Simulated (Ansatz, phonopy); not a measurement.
# CuI (Marshite, F-43m): phonons against volume, part 2 of 2

Which modes of CuI (Marshite) drive its thermal expansion?

Ansatz 0.2.0; DFT PBE, scalar-relativistic, plane waves, PAW.

So far. Step 10 (A cell at another volume, V/V0 1.03): The run ends at a pressure of -1.06 GPa. Step 11 (Lattice dynamics at this volume, V/V0 1.03): No mode is imaginary beyond numerical noise at the solved wavevectors. The highest zone-centre mode (no LO–TO term) moved by -9.2 % for a volume change of +3.0 %.

The database entry behind the starting cell differs from later determinations by our own check (about 0.15 % long (mineral sample)), so it need not match the best structure at ambient conditions.

### Step 12. A cell at another volume, V/V0 0.97

The cell differs from the one that the last finished run ended in (a 4.341 → 4.255 Å, b 4.341 → 4.255 Å, c 4.341 → 4.255 Å).

File input.yaml:

```yaml
crystal:
  lattice:
    - [0.0, 3.008764076, 3.008764076]
    - [3.008764076, 0.0, 3.008764076]
    - [3.008764076, 3.008764076, 0.0]
  atoms:
    - { symbol: Cu, position: [0.25, 0.25, 0.25] }
    - { symbol: I, position: [0.0, 0.0, 0.0] }
kpoints:
  mp_grid: { grid: [8, 8, 8] }
hamiltonian:
  xc: pbe
scf:
  occupations: { method: fixed }
output:
  forces: true
  stress: true
  eigenvalues: true
```

Command:

```bash
> ansatz run input.yaml --threads 4 --pin off --max-ram 8192MiB --backend cpu --events-out ev --progress --plain --runs-dir out
```

Elapsed: 1.1 s, on 4 threads of Arm Neoverse V1, shared host; peak memory 0.36 GiB; 3.8 s of CPU time.

The run ends at a pressure of 1.29 GPa.

### Step 13. Lattice dynamics at this volume, V/V0 0.97

input.yaml, the sections that differ from step 12:

```yaml
output:
  eigenvalues: true
phonons:
  method: dfpt
  dielectric: true
  rigid_motions: translations
  qmesh: [4, 4, 4]
  temperatures: { t_max: 1000, t_step: 50 }
  qpath:
    path:
      - [[0.0, 0.0, 0.0], [-0.5, -0.5, 0.0], [-0.375, -0.375, 0.25]]
      - [[-0.375, 0.0, 0.375], [0.0, 0.0, 0.0], [0.0, 0.0, 0.5], [-0.5, -0.25, 0.25], [-0.5, -0.5, 0.0]]
    npoints: 10
# crystal, kpoints, hamiltonian, scf: as in step 12
```

Run time: 3.2 min. Hardware: 4 threads; peak memory 1.6 GiB; 12 min of CPU time.

No mode is imaginary beyond numerical noise at the solved wavevectors. The highest zone-centre mode (no LO–TO term) moved by +9.6 % for a volume change of -3.0 %.

### Step 14. Single point at a scaled cell, V/V0 1.05

The cell differs from the one that the last finished run ended in (a 4.255 → 4.369 Å, b 4.255 → 4.369 Å, c 4.255 → 4.369 Å).

input.yaml, the sections that differ from step 13:

```yaml
crystal:
  lattice:
    - [0.0, 3.0893040706, 3.0893040706]
    - [3.0893040706, 0.0, 3.0893040706]
    - [3.0893040706, 3.0893040706, 0.0]
  atoms:
    - { symbol: Cu, position: [0.25, 0.25, 0.25] }
    - { symbol: I, position: [0.0, 0.0, 0.0] }
output:
  forces: true
  stress: true
  eigenvalues: true
# kpoints, hamiltonian, scf: as in step 13
# phonons: removed
```

Elapsed: 1.2 s, on 4 threads; peak memory 0.36 GiB; 4.1 s of CPU time.

The run ends at a pressure of -1.67 GPa.

### Step 15. Lattice dynamics at this volume, V/V0 1.05

input.yaml, the sections that differ from step 14:

```yaml
output:
  eigenvalues: true
phonons:
  method: dfpt
  dielectric: true
  rigid_motions: translations
  qmesh: [4, 4, 4]
  temperatures: { t_max: 1000, t_step: 50 }
  qpath:
    path:
      - [[0.0, 0.0, 0.0], [-0.5, -0.5, 0.0], [-0.375, -0.375, 0.25]]
      - [[-0.375, 0.0, 0.375], [0.0, 0.0, 0.0], [0.0, 0.0, 0.5], [-0.5, -0.25, 0.25], [-0.5, -0.5, 0.0]]
    npoints: 10
# crystal, kpoints, hamiltonian, scf: as in step 14
```

It took 3.3 min on 4 threads; peak memory 1.7 GiB.

LO-TO term included. Phonon branches along the path, in cm⁻¹:

```
    point  branch 1  branch 2  branch 3  branch 4  branch 5  branch 6
        Γ         0         0         0       104       104       123
  halfway        42        42        69       108       108       123
        X        50        50       106       112       113       113
  halfway        50        54       105       109       112       117
        U        49        58       102       109       111       120
jump to K        49        58       102       109       111       120
  halfway        33        48        73       106       110       121
        Γ         0         0         0       104       104       123
  halfway        30        30        69       106       106       122
        L        39        39        97       108       108       119
  halfway        47        54        94       110       112       119
        W        56        57       102       105       114       119
  halfway        53        54       104       107       114       118
        X        50        50       106       112       113       113
```

No mode is imaginary beyond numerical noise at the solved wavevectors. The highest zone-centre mode (no LO–TO term) moved by -15.2 % for a volume change of +5.0 %.

### Step 16. How the modes move with volume

This step: DFT PBE, scalar-relativistic, plane waves, PAW (phonopy 4.10.0).

This step gave:

- share of modes with a negative Grüneisen parameter: 0.23

Mean Grüneisen, by row:

```
T (K)  heat-capacity-weighted mean  root mean square
   50                        1.014             1.755
  100                        1.435              2.03
  200                        1.551             2.101
  300                        1.573             2.114
  500                        1.584             2.121
  800                        1.588             2.123
```

The mean mode Grueneisen parameter by wavenumber:

```
wavenumber (cm⁻¹)  mean mode Grueneisen parameter
              2.3                               -
              7.0                               -
             11.6                          -0.464
             16.2                          -0.118
             20.9                          -0.321
             25.5                         -0.0417
             30.2                          -0.354
             34.8                          -0.566
             39.4                          -0.572
             44.1                          -0.404
             48.7                          -0.354
             53.3                          0.0246
             58.0                           0.451
             62.6                            1.21
             67.3                            1.44
             71.9                            1.58
             76.5                            1.51
             81.2                            1.57
             85.8                            1.57
             90.5                            1.61
             95.1                            1.67
             99.7                            1.59
            104.4                            1.72
            109.0                             1.9
            113.7                            2.02
            118.3                            2.09
            122.9                            2.58
            127.6                            2.93
            132.2                            3.05
            136.8                            2.61
```

Volume series, by row:

```
 V/V0  V (Å³/atom)  pressure (GPa)  E - E0 (meV/atom)  gap (eV)  zero-point energy (meV/atom)  lowest on the path (cm⁻¹)  highest at Gamma without the LO-TO term (cm⁻¹)
 0.97        27.24           1.287              3.287     1.182                         19.09                          0                                           134.1
0.985        27.66           0.614              0.804      1.14                          18.5                          0                                           128.2
    1        28.08           0.001                  0     1.101                         17.92                          0                                           122.4
1.015         28.5          -0.557              0.742     1.063                         17.35                          0                                           116.8
 1.03        28.92          -1.065              2.887     1.027                         16.79                          0                                           111.1
 1.05        29.48          -1.672                7.7     0.982                         16.05                          0                                           103.8
```

Optical frequency at Gamma without the LO-TO term, mode 4 against V/V0:

```
  V/V0  optical frequency at Gamma without the LO-TO term, mode 4 (cm⁻¹)
0.9700                                                               134
0.9850                                                               128
1.0000                                                               122
1.0150                                                               117
1.0300                                                               111
1.0500                                                               104
```

Grüneisen at points, by row:

```
point  branch  frequency (cm⁻¹)  mode Grüneisen parameter
    Γ       4             122.4                      3.13
    Γ       6             137.9                      2.25
    X       1              49.3                     -0.82
    X       3             118.4                      2.16
    X       4             122.9                      1.79
    X       5             132.8                      3.11
    U       1              47.6                     -0.73
    U       2              59.6                       0.4
    U       3             111.8                      1.89
    U       4             120.7                      2.12
    U       5               131                      3.14
    U       6             138.4                      2.89
    K       1              47.6                     -0.73
    K       2              59.6                       0.4
    K       3             111.8                      1.89
    K       4             120.7                      2.12
    K       5               131                      3.14
    K       6             138.4                      2.89
    L       1                37                     -1.17
    L       3             104.1                      1.31
    L       4             127.3                      3.17
    L       6             134.2                      2.43
    W       1              57.5                      -0.1
    W       2              57.9                      0.37
    W       3             113.9                      2.25
    W       4             114.7                      1.81
    W       5             133.6                      3.08
    W       6             138.4                      2.88
```

### Step 17. Free-energy fit

Numbers from this step:

```yaml
volume_expansion_coefficient_at_300_k: 74.85 1e-6/K
isothermal_bulk_modulus_at_300_k: 32.61 GPa
c_p_at_300_k: 25.45 J/mol-atom/K
grueneisen_parameter_at_300_k: 1.722
```

Table of energy (each curve on its own zero) by volume; values in meV/atom:

```
volume (Å³/atom)  static  F at 0 K  F at 300 K  F at 600 K
          27.237    3.29      4.76        8.15        12.8
          27.659     0.8      1.69        3.88        6.83
          28.080       0       0.3        1.21        2.37
          28.501    0.74      0.48        0.01       -0.68
          28.922    2.89      2.06         0.1       -2.56
          29.484     7.7      6.14        2.07       -3.34
```

Phonopy-qha, vinet fit of F(V) at each temperature; no electronic free energy. Qha vinet, by row:

```
T (K)  fitted volume (Å³/atom)  alpha_V (1e-6/K)  B_T (GPa)  C_P (J/mol-atom/K)  Grueneisen
   75                    28.27             39.36      37.35               18.73       1.339
  100                     28.3             49.68      36.87               21.28       1.482
  125                    28.34             55.94      36.37               22.67       1.554
  150                    28.38             60.19      35.86               23.51       1.597
  175                    28.43             63.41      35.34               24.06       1.627
  200                    28.47             66.08      34.81               24.47       1.651
  225                    28.52             68.44      34.27               24.78        1.67
  250                    28.57             70.64      33.72               25.03       1.688
  275                    28.62             72.76      33.17               25.25       1.705
  300                    28.68             74.85      32.61               25.45       1.722
  325                    28.73             76.96      32.04               25.64       1.738
  350                    28.79             79.11      31.47               25.82       1.754
  375                    28.84             81.33      30.88                  26        1.77
  400                     28.9             83.63      30.29               26.18       1.786
  425                    28.96             86.02       29.7               26.36       1.802
  450                    29.03             88.54      29.09               26.55       1.819
  475                    29.09             91.18      28.47               26.75       1.837
  500                    29.16             93.98      27.85               26.96       1.854
```

The volume expansion coefficient, phonopy-qha, Vinet by temperature:

```
temperature (K)  volume expansion coefficient, phonopy-qha, Vinet (1e-6/K)
             75                                                       39.4
            100                                                       49.7
            125                                                       55.9
            150                                                       60.2
            175                                                       63.4
            200                                                       66.1
            225                                                       68.4
            250                                                       70.6
            275                                                       72.8
            300                                                       74.8
            325                                                       77.0
            350                                                       79.1
            375                                                       81.3
            400                                                       83.6
            425                                                       86.0
            450                                                       88.5
            475                                                       91.2
            500                                                       94.0
```

The fit gives a volume expansion of 74.8 × 10⁻⁶/K at 300 K.

### Step 18. Summary of results

```
volume expansion coefficient at 300 K  : 74.85 1e-6/K
isothermal bulk modulus at 300 K       : 32.61 GPa
C_P at 300 K                           : 25.45 J/mol-atom/K
Grüneisen parameter at 300 K           : 1.722
mean mode Grüneisen parameter at 300 K : 1.57
```

What this shows: Near room temperature CuI (Marshite) expands by 74.8 × 10⁻⁶/K in volume by PBE, with C_P = 25.5 J/(mol K) per mole of atoms and B_T = 32.6 GPa. The table stops at 500 K because beyond it the fitted volume comes within 1 % of the largest computed cell, where the fit loses its support. C_P at room temperature is 102 % of the classical 3R an atom. The heat-capacity-weighted Grüneisen parameter goes from 1.01 at 50 K to 1.59 at 800 K; 23 % of the modes stiffen on expansion. Weighting γ by the density of states and each mode's heat capacity at 300 K, the lowest third of the frequency range (cuts at 50 and 90 cm⁻¹) pulls the cell inward, while the rest pushes it outward. Among the labelled points γ is largest for branch 4 at L (127 cm⁻¹, 3.2) and most negative for branch 1 at L (37 cm⁻¹, -1.2). The log warns that the k-mesh is coarse for the response calculation and asks for a check on a denser one. The interpolation has no quadrupole term, so branches near the zone centre are less sure, since this crystal has sites that are not centres of inversion.

Computed beside measured:

| quantity | measured | PBE |
| --- | --- | --- |
| lattice constant a (Å) | 6.053 | 6.079 (+0.4 %) |

Measured values from arxiv:2305.18931 (2023).

Verdict: The lattice constant a is off by +0.4 %: good agreement. The grades are ours: good and fair within 0.7 and 1.5 % for the lattice constant a. For lattice constants the calculation has a static lattice, without zero-point motion or thermal expansion. As a rule both would widen the computed cell, so the excess over experiment is if anything larger than shown.

[Logs are printed without paths, hosts, clocks, repeated set-up lines and the standing remarks that a program may print on its own settings, such as how far it seeks lower states.]

[Hosts, paths, dates, database ids (printed as entryN), source tags and the programs' standing remarks are cut or masked in the printed files.]

[A step with changed settings may run another functional than the one named; its input shows which.]

[Of the runs on displaced cells, only some may be shown.]
